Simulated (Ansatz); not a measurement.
# Tc of LaS (Fm-3m) from its phonons

Wanted: λ, ω_log and Tc of LaS (Fm-3m). The cell shown first is a relaxed one, from steps not shown here.

Calculated with Ansatz 0.2.0; DFT PBEsol, scalar-relativistic, plane waves, PAW.

### 1. The cell after earlier relaxation steps

The structure is cubic, space group Fm-3m (No. 225). The conventional cell has a = 5.806 Å, b = 5.806 Å, c = 5.806 Å, α = 90.00°, β = 90.00°, γ = 90.00°. La has 6 S at 2.90 Å nearest. S has 6 La at 2.90 Å nearest. Farther neighbours and most contacts between anions are not listed.

Coordinates:

```cif
data_structure
_symmetry_space_group_name_H-M 'Fm-3m'
_symmetry_Int_Tables_number 225
_cell_length_a 5.8057
_cell_length_b 5.8057
_cell_length_c 5.8057
_cell_angle_alpha 90.000
_cell_angle_beta 90.000
_cell_angle_gamma 90.000
_cell_volume 195.68
loop_
_atom_site_label
_atom_site_type_symbol
_atom_site_symmetry_multiplicity
_atom_site_Wyckoff_symbol
_atom_site_fract_x
_atom_site_fract_y
_atom_site_fract_z
_atom_site_occupancy
La1 La 4 a 0.00000 0.00000 0.00000 1
S1 S 4 b 0.50000 0.00000 0.00000 1
```

### 2. Electron–phonon run: q 2×2×2, k 6×6×6, scattering 12×12×12

The run that gives the couplings also evaluates McMillan's and Allen and Dynes's formulas and, where asked, the Eliashberg equations, over a range of μ*.

input.yaml reads:

```yaml
crystal:
  lattice:
    - [0.0, 2.9028275455, 2.9028275455]
    - [2.9028275455, 0.0, 2.9028275455]
    - [2.9028275455, 2.9028275455, 0.0]
  atoms:
    - { symbol: La, position: [0.0, 0.0, 0.0] }
    - { symbol: S, position: [0.5, 0.5, 0.5] }
kpoints:
  mp_grid: { grid: [6, 6, 6] }
hamiltonian:
  xc: pbesol
scf:
  occupations: { method: methfessel_paxton, width: 0.2 }
output:
  eigenvalues: true
phonons:
  method: dfpt
  qmesh: [2, 2, 2]
  temperatures: { t_max: 1000, t_step: 50 }
  qpath:
    path:
      - [[0.0, 0.0, 0.0], [0.5, 0.0, 0.5], [0.625, 0.25, 0.625]]
      - [[0.375, 0.375, 0.75], [0.0, 0.0, 0.0], [0.5, 0.5, 0.5], [0.5, 0.25, 0.75], [0.5, 0.0, 0.5]]
    npoints: 10
  electrical_resistivity:
    mesh: [12, 12, 12]
    temperatures: [20.0, 50.0, 77.0, 100.0, 150.0, 200.0, 300.0, 400.0, 600.0, 800.0]
  superconductivity: { mesh: [12, 12, 12] }
```

The run is started by

```sh
$ ansatz run input.yaml --threads 4 --pin off --max-ram 10240MiB --backend cpu --events-out ev --progress --plain --runs-dir out
```

Numbers of over 12 decimals in the logs are rounded to 6 here.

What it wrote:

```text
Engine: ansatz 0.2.0, aarch64-unknown-linux-gnu
Pseudopotentials: kind: paw
Pseudopotential: La, paw, valence charge 11, recommended cutoff 420 eV (normal), La.paw.azcp
Pseudopotential: S, paw, valence charge 6, recommended cutoff 420 eV (normal), S.paw.azcp
Functional definition: PBEsol
  exchange = pbesol_x
  correlation = pbesol_c
Crystal: 2 atoms, lattice volume = 48.921 Å³
Basis set: ecut = 420 eV, 941 PW (Γ), exchange–correlation on 60×60×60 points (8 copies of the dense FFT grid, shifted against one another)
Bands: 13, of which v1, the nominal top of the filled ones, is band 9 counted from 1 (8 counted from 0)
Symmetry: 48 space group operations
k-points: 16 of 216
Non-local potential: La, projectors of the file, l = 0: 3, l = 1: 2, l = 2: 2, l = 3: 3
Non-local potential: S, projectors of the file, l = 0: 2, l = 1: 2, l = 2: 2
PAW form: soft (Blöchl's): semilocal exchange-correlation on the pseudo side does not see the compensation charge
PAW frozen core: La, regenerated for the run's functional, and the local potential with it (the file was generated under x = pbe(κ = 0.804, μ = 0.219515), c = pbe(β = 0.066725))
PAW frozen core: S, regenerated for the run's functional, and the local potential with it (the file was generated under x = pbe(κ = 0.804, μ = 0.219515), c = pbe(β = 0.066725))
PAW one-centre angular grid: La, 590 points (default); XC on 64 Gauss nodes
PAW one-centre angular grid: S, 110 points (default); XC on 64 Gauss nodes
Initial density: superposition of atomic densities (neutral atoms: chi_scale 0, normalization atom), corrected by the library's trained network
Initial wavefunctions: pseudopotential atomic-orbital guess
Functional: x = pbesol(κ = 0.804, μ = 0.123457), c = pbesol(β = 0.046)
SCF iter   1: F=—  HF=-7050.684832 eV  |F-HF|=—  |Δ(HF+E_count)|=         —  Δρ=3.72e-3  dr2=1.08e-2  ethr=1.77e-3  ⟨swp⟩=5.0  Hψ=2279  notcnv=0
automatic band count: the SCF goes on with 17 bands, as 13 were too few: they end inside the smearing window of the response
preconditioner: auto → none  [insulator: Δε(μ)=0.463 eV  Ē_g=12.192 eV  σ=0.200 eV  W_gap=0.52  n_scr=14 (ndim 8)  ℏωp=20.6 eV  f_vac=0.000  D(μ)=0.93/eV (n_scr^D=0)  ε∞_Penn≈3.8]
SCF iter   2: F=—  HF=-7050.680509 eV  |F-HF|=—  |Δ(HF+E_count)|=   4.32e-3  S|Δr|=    0.00e0  Δρ=1.37e-3  dr2=1.10e-3  ethr=6.34e-5  ⟨swp⟩=2.1  Hψ=477  notcnv=0
SCF iter   3: F=—  HF=-7050.680278 eV  |F-HF|=—  |Δ(HF+E_count)|=   2.32e-4  S|Δr|=    0.00e0  Δρ=6.51e-4  dr2=1.59e-4  ethr=6.44e-6  ⟨swp⟩=2.1  Hψ=388  notcnv=0
SCF iter   4: F=—  HF=-7050.680293 eV  |F-HF|=—  |Δ(HF+E_count)|=   1.53e-5  S|Δr|=    0.00e0  Δρ=2.80e-4  dr2=2.37e-5  ethr=9.35e-7  ⟨swp⟩=2.2  Hψ=306  notcnv=0
SCF iter   5: F=—  HF=-7050.680302 eV  |F-HF|=—  |Δ(HF+E_count)|=   8.52e-6  S|Δr|=    0.00e0  Δρ=5.34e-5  dr2=7.96e-7  ethr=1.39e-7  ⟨swp⟩=2.4  Hψ=314  notcnv=0
SCF iter   6: F=—  HF=-7050.680301 eV  |F-HF|=—  |Δ(HF+E_count)|=   6.00e-7  S|Δr|=    0.00e0  Δρ=5.08e-6  dr2=8.40e-9  ethr=4.68e-9  ⟨swp⟩=2.7  Hψ=327  notcnv=0
SCF iter   7: F=—  HF=-7050.680301 eV  |F-HF|=—  |Δ(HF+E_count)|=   2.86e-9  S|Δr|=    0.00e0  Δρ=3.23e-7  dr2=1.54e-11  ethr=4.94e-11  ⟨swp⟩=2.1  Hψ=379  notcnv=0
SCF iter   8: F=-7050.680301 eV  HF=-7050.680301 eV  |F-HF|=4.55e-12  |Δ(HF+E_count)|=  1.46e-11  S|Δr|=    0.00e0  Δρ=3.29e-8  dr2=2.83e-13  ethr=1.00e-12  ⟨swp⟩=8.1  Hψ=1221  notcnv=0
SCF 1 converged in 8 iterations: F = -7050.680301 eV  dr2 = 2.83e-13
  greatest PAW one-centre occupation: 0.971 electrons in one spin orbital (limit 2), on the La atom at site 0 (counted from 0), in its partial waves of l = 0
phonons: the bands overlap, so this run is a metal and interpolates without the dipole-dipole term. If the crystal is really an insulator or semiconductor, its LO-TO splitting is missing
NSCF: frozen V_eff on 16 k-points
NSCF: frozen V_eff on 30 k-points
DFPT response loops at q = (0, 0, 0) (fractional): preconditioner auto → Kerker (q_TF=auto, 2.288 Å⁻¹) (partly filled bands, converged f_vac=0.000); β = 1.00, the filter's whole step (`scf.mixing.beta` (0.50) is not read by the response loops under this deck's `scf.mixing.preconditioner`; to damp them name `kerker` or `kerker_dos`, under which they read `scf.mixing.beta`, and type it under 1.00, their step now; both keys bind the ground state too); Broyden in place of MSR1
NSCF: frozen V_eff on 136 k-points
DFPT response loops at q = (0, 0, -0.5) (fractional): mixed as the last ones told, above
NSCF: frozen V_eff on 92 k-points
DFPT response loops at q = (0, -0.5, -0.5) (fractional): mixed as the last ones told, above
Bands: 17, of which v1, the nominal top of the filled ones, is band 9 counted from 1 (8 counted from 0)
SCF iter   1: F=—  HF=-7050.684832 eV  |F-HF|=—  |Δ(HF+E_count)|=         —  Δρ=3.72e-3  dr2=1.08e-2  ethr=1.77e-3  ⟨swp⟩=5.0  Hψ=1250  notcnv=0
SCF iter   2: F=—  HF=-7050.680509 eV  |F-HF|=—  |Δ(HF+E_count)|=   4.32e-3  S|Δr|=    0.00e0  Δρ=1.37e-3  dr2=1.10e-3  ethr=6.34e-5  ⟨swp⟩=2.1  Hψ=477  notcnv=0
SCF iter   3: F=—  HF=-7050.680278 eV  |F-HF|=—  |Δ(HF+E_count)|=   2.32e-4  S|Δr|=    0.00e0  Δρ=6.51e-4  dr2=1.59e-4  ethr=6.44e-6  ⟨swp⟩=2.1  Hψ=388  notcnv=0
SCF iter   4: F=—  HF=-7050.680293 eV  |F-HF|=—  |Δ(HF+E_count)|=   1.53e-5  S|Δr|=    0.00e0  Δρ=2.80e-4  dr2=2.37e-5  ethr=9.35e-7  ⟨swp⟩=2.2  Hψ=306  notcnv=0
SCF iter   5: F=—  HF=-7050.680302 eV  |F-HF|=—  |Δ(HF+E_count)|=   8.52e-6  S|Δr|=    0.00e0  Δρ=5.34e-5  dr2=7.96e-7  ethr=1.39e-7  ⟨swp⟩=2.4  Hψ=314  notcnv=0
SCF iter   6: F=—  HF=-7050.680301 eV  |F-HF|=—  |Δ(HF+E_count)|=   6.00e-7  S|Δr|=    0.00e0  Δρ=5.08e-6  dr2=8.40e-9  ethr=4.68e-9  ⟨swp⟩=2.7  Hψ=327  notcnv=0
SCF iter   7: F=—  HF=-7050.680301 eV  |F-HF|=—  |Δ(HF+E_count)|=   2.86e-9  S|Δr|=    0.00e0  Δρ=3.23e-7  dr2=1.54e-11  ethr=4.94e-11  ⟨swp⟩=2.1  Hψ=379  notcnv=0
SCF iter   8: F=-7050.680301 eV  HF=-7050.680301 eV  |F-HF|=1.82e-12  |Δ(HF+E_count)|=  1.46e-11  S|Δr|=    0.00e0  Δρ=3.29e-8  dr2=3.03e-13  ethr=1.00e-12  ⟨swp⟩=2.0  Hψ=473  notcnv=0
SCF 2 converged in 8 iterations: F = -7050.680301 eV  dr2 = 3.03e-13
NSCF: frozen V_eff on 16 k-points
NSCF: frozen V_eff on 16 k-points
[...]
SCF converged after 8 iterations
Stability not checked: this state was not tested for a lower state beside it, because cold or Methfessel-Paxton smearing, or corrected tetrahedra, fill the levels in a way that the test cannot read (fill_not_monotonic; see scf.lower_state_search)
Free energy (F): -7050.680301 eV
Harris-Foulkes:  -7050.680301 eV  (|F-HF|=4.55e-12)
Internal energy: -7050.677790 eV  (E = F + TS)
E sigma→0 (E₀):  -7050.679673 eV
Entropy (-TS):   -0.002511 eV (-1.255 meV/atom)
[...]
150.00      6.6236e0              no      6.6236e0      6.6236e0      6.6236e0        6.8151e0          5.8966e0
    200.00      9.4608e0              no      9.4608e0      9.4608e0      9.4608e0        9.6771e0          8.4510e0
    300.00      1.4890e1              no      1.4890e1      1.4890e1      1.4890e1        1.5200e1          1.3333e1
    400.00      2.0129e1              no      2.0129e1      2.0129e1      2.0129e1        2.0552e1          1.8033e1
    600.00      3.0295e1              no      3.0295e1      3.0295e1      3.0295e1        3.0952e1          2.7127e1
    800.00      4.0188e1              no      4.0188e1      4.0188e1      4.0188e1        4.1099e1          3.5953e1
  mean free path at 20 K (of a tensor a third of its trace): 10692 nm by what each carries, 8460 by the Fermi surface alone
  Hall coefficient in a weak field at 20 K (a third of the trace): -3.218e-10 m³/C (as a tensor it moves by 3.3 % between the two finest meshes); by each state's relaxation time: -3.315e-10 m³/C; by a constant relaxation time: -2.667e-10 m³/C
  mean free path at 50 K (of a tensor a third of its trace): 175 nm by what each carries, 144 by the Fermi surface alone
  Hall coefficient in a weak field at 50 K (a third of the trace): -3.134e-10 m³/C (as a tensor it moves by 7.7 % between the two finest meshes); by each state's relaxation time: -2.971e-10 m³/C; by a constant relaxation time: -2.671e-10 m³/C
  mean free path at 77 K (of a tensor a third of its trace): 58.0 nm by what each carries, 52.1 by the Fermi surface alone
  Hall coefficient in a weak field at 77 K (a third of the trace): -2.896e-10 m³/C (as a tensor it moves by 6.8 % between the two finest meshes); by each state's relaxation time: -2.826e-10 m³/C; by a constant relaxation time: -2.672e-10 m³/C
  mean free path at 100 K (of a tensor a third of its trace): 35.5 nm by what each carries, 33.0 by the Fermi surface alone
  Hall coefficient in a weak field at 100 K (a third of the trace): -2.831e-10 m³/C (as a tensor it moves by 6.6 % between the two finest meshes); by each state's relaxation time: -2.780e-10 m³/C; by a constant relaxation time: -2.673e-10 m³/C
  mean free path at 150 K (of a tensor a third of its trace): 19.4 nm by what each carries, 18.3 by the Fermi surface alone
  Hall coefficient in a weak field at 150 K (a third of the trace): -2.795e-10 m³/C (as a tensor it moves by 6.3 % between the two finest meshes); by each state's relaxation time: -2.744e-10 m³/C; by a constant relaxation time: -2.673e-10 m³/C
  mean free path at 200 K (of a tensor a third of its trace): 13.5 nm by what each carries, 12.8 by the Fermi surface alone
  Hall coefficient in a weak field at 200 K (a third of the trace): -2.793e-10 m³/C (as a tensor it moves by 6.2 % between the two finest meshes); by each state's relaxation time: -2.738e-10 m³/C; by a constant relaxation time: -2.675e-10 m³/C
  mean free path at 300 K (of a tensor a third of its trace): 8.55 nm by what each carries, 8.15 by the Fermi surface alone
  Hall coefficient in a weak field at 300 K (a third of the trace): -2.806e-10 m³/C (as a tensor it moves by 5.6 % between the two finest meshes); by each state's relaxation time: -2.749e-10 m³/C; by a constant relaxation time: -2.681e-10 m³/C
  mean free path at 400 K (of a tensor a third of its trace): 6.33 nm by what each carries, 6.03 by the Fermi surface alone
  Hall coefficient in a weak field at 400 K (a third of the trace): -2.823e-10 m³/C (as a tensor it moves by 5.0 % between the two finest meshes); by each state's relaxation time: -2.764e-10 m³/C; by a constant relaxation time: -2.690e-10 m³/C
  mean free path at 600 K (of a tensor a third of its trace): 4.22 nm by what each carries, 4.01 by the Fermi surface alone
  Hall coefficient in a weak field at 600 K (a third of the trace): -2.856e-10 m³/C (as a tensor it moves by 4.2 % between the two finest meshes); by each state's relaxation time: -2.794e-10 m³/C; by a constant relaxation time: -2.709e-10 m³/C
  mean free path at 800 K (of a tensor a third of its trace): 3.19 nm by what each carries, 3.02 by the Fermi surface alone
  Hall coefficient in a weak field at 800 K (a third of the trace): -2.888e-10 m³/C (as a tensor it moves by 4.0 % between the two finest meshes); by each state's relaxation time: -2.826e-10 m³/C; by a constant relaxation time: -2.729e-10 m³/C
  the resistivity times a path that all electrons share, by the Fermi surface of the deck's mesh alone (a third of the trace): 1.214e-15 Ω·m²
  not converged in the mesh (λ; λ_tr; the resistivity at 20 K by 16.36 %; the resistivity at 50 K by 21.98 %; the resistivity at 77 K by 22.47 %; the resistivity at 100 K by 23.66 %; the resistivity at 150 K by 26.14 %; the resistivity at 200 K by 28.12 %; the resistivity at 300 K by 30.38 %; the resistivity at 400 K by 30.95 %; the resistivity at 600 K by 29.81 %; the resistivity at 800 K by 27.97 %): between neighb [...]
  vibrations of 8 cells: unjudged by the run; compare a larger repeat
  the changes of the potential over all sites missed a rigid shift's by 0.00 % (the site terms' by 0.00 %)
  at the force constants' own smearing the fine mesh and the k-points of their solves give squared frequencies that differ by 8.4 % of the larger at the most, at (0, 0, -0.5)
--- Superconductivity: potentials and phonons of a 2×2×2 supercell ---
           mesh         λ    ħω_log (meV)  μ* declared at (meV)
       12×12×12    0.3554          15.437               19.003
          6×6×6    0.3068          15.711               19.198
          3×3×3    0.2183          14.984               17.636
  λ by the species' shares of the modes' patterns: La 0.2617, S 0.0937
  with the Fermi level up to 33.3 meV (the hardest mode) off, states and modes as they are: density of states 0.5130 to 0.6807 /eV of one spin and cell, λ 0.3267 to 0.4119
  transition temperature on the deck's mesh (K), isotropic and anisotropic, restricted to the Fermi surface (FSR) and over the full bandwidth (FBW), and the last with the density of states resolved in a narrower window:
        μ*   McMillan   Allen–Dynes      iso. FSR      iso. FBW    aniso. FSR    aniso. FBW  narrow window
      0.08      0.629         0.638         0.578         0.590         0.613         0.617          0.617
      0.10      0.355         0.360         0.319         0.325         0.345         0.347          0.347
      0.12      0.175         0.177         0.156         0.159         0.174         0.175          0.175
      0.13      0.115         0.117         0.103         0.105         0.117         0.118          0.118
      0.14      0.072         0.073    none_found    none_found    none_found    none_found     none_found
      0.16      0.022         0.023    none_found    none_found    none_found    none_found     none_found
      0.20      0.000         0.000    none_found    none_found    none_found    none_found     none_found
  none_found: no transition down to 0.1 K
  isotope coefficients −∂ln Tc/∂ln M under μ* = 0.13, the force constants as they are, of the isotropic transitions restricted to the Fermi surface and over the full bandwidth: La 0.241 and 0.249, S -0.111 and -0.111
  gaps at the Fermi level over the full bandwidth under μ* = 0.1, 0.087 K: 0.021 to 0.068 meV
  gaps at the Fermi level over the full bandwidth under μ* = 0.13, 0.029 K: 0.005 to 0.024 meV
  not converged in the mesh (λ, the transition temperature): between neighbouring meshes, the two finest first, λ moves by 13.66 % and 28.84 % and the anisotropic transition temperature over the full bandwidth at μ* = 0.13 by (not known) and nothing (neither mesh has one); converged means that the two finest part by at most 2.00 % and 5.00 %
  vibrations of 8 cells: unjudged by the run; compare a larger repeat
  the changes of the potential over all sites missed a rigid shift's by 0.00 % (the site terms' by 0.00 %)
  at the force constants' own smearing the fine mesh and the k-points of their solves give squared frequencies that differ by 8.4 % of the larger at the most, at (0, 0, -0.5)
[key lines of the parts left out:]
Fermi energy:    12.012089 eV
```

It took 54 s on 4 threads of Arm Neoverse V2, shared host; peak memory 1.4 GiB.

In the SCF lines HF is the Harris–Foulkes energy and dr2 the Hartree energy of the density residual, in eV; the loop may stop once dr2 is under the threshold and the program's other checks hold. Hψ counts applications of the Hamiltonian.

This run has no spin polarisation although its electron count is odd.

This step gave:

| Property | Result |
| --- | --- |
| volume per atom | 24.46 Å³ |
| metallic on mesh | yes |
| gap on the k-mesh | 0 eV |
| zero point energy | 0.06575 eV/cell |
| share of imaginary modes in the plain interpolation between solved wavevectors | 0 |
| highest frequency, solved or plainly interpolated | 268.4 cm⁻¹ |
| Debye temperature (second moment) | 361 K |
| resistivity at 300 K | 14.89 μΩ cm |
| coupling constant λ | 0.3554 |
| density of states at the Fermi level | 0.568 states/eV a spin and cell |
| log mean phonon energy ħω_log | 15.44 meV |
| transport coupling constant λ_tr | 0.4117, 0.4117, 0.4117 (xx, yy, zz) |
| Drude plasma energy | 5.658, 5.658, 5.658 eV (xx, yy, zz) |
| resistivity times mean free path | 12.14, 12.14, 12.14 × 10⁻¹⁶ Ω m² (xx, yy, zz) |
| second-moment phonon energy ħω₂ | 19.00 meV |
| coupling λ by branch | 0.0479, 0.0555, 0.168, 0.0234, 0.0236, 0.0374 (branches by rank of frequency) |

An empty cell: under 1 mK by a formula, or no transition down to the floor of the Eliashberg search. Transition temperatures:

```
  μ*  McMillan Tc (K)  Allen–Dynes Tc (K)  isotropic Fermi-surface Tc (K)  isotropic full bandwidth Tc (K)  anisotropic Fermi-surface Tc (K)  anisotropic full bandwidth Tc (K)  anisotropic narrow window Tc (K)
0.08            0.629               0.638                           0.578                             0.59                             0.613                              0.617                             0.617
 0.1            0.355                0.36                           0.319                            0.325                             0.345                              0.347                             0.347
0.12            0.175               0.177                           0.156                            0.159                             0.174                              0.175                             0.175
0.13            0.115               0.117                           0.103                            0.105                             0.117                              0.118                             0.118
0.14           0.0718              0.0726                               -                                -                                 -                                  -                                 -
0.16           0.0224              0.0226                               -                                -                                 -                                  -                                 -
 0.2                -                   -                               -                                -                                 -                                  -                                 -
```

(Continued in part 2 of 3.)

[Logs are printed without paths, hosts, clocks, repeated set-up lines and the standing remarks that a program may print on its own settings, such as how far it seeks lower states.]

[Hosts, paths, dates, database ids (printed as entryN), source tags and the programs' standing remarks are cut or masked in the printed files.]
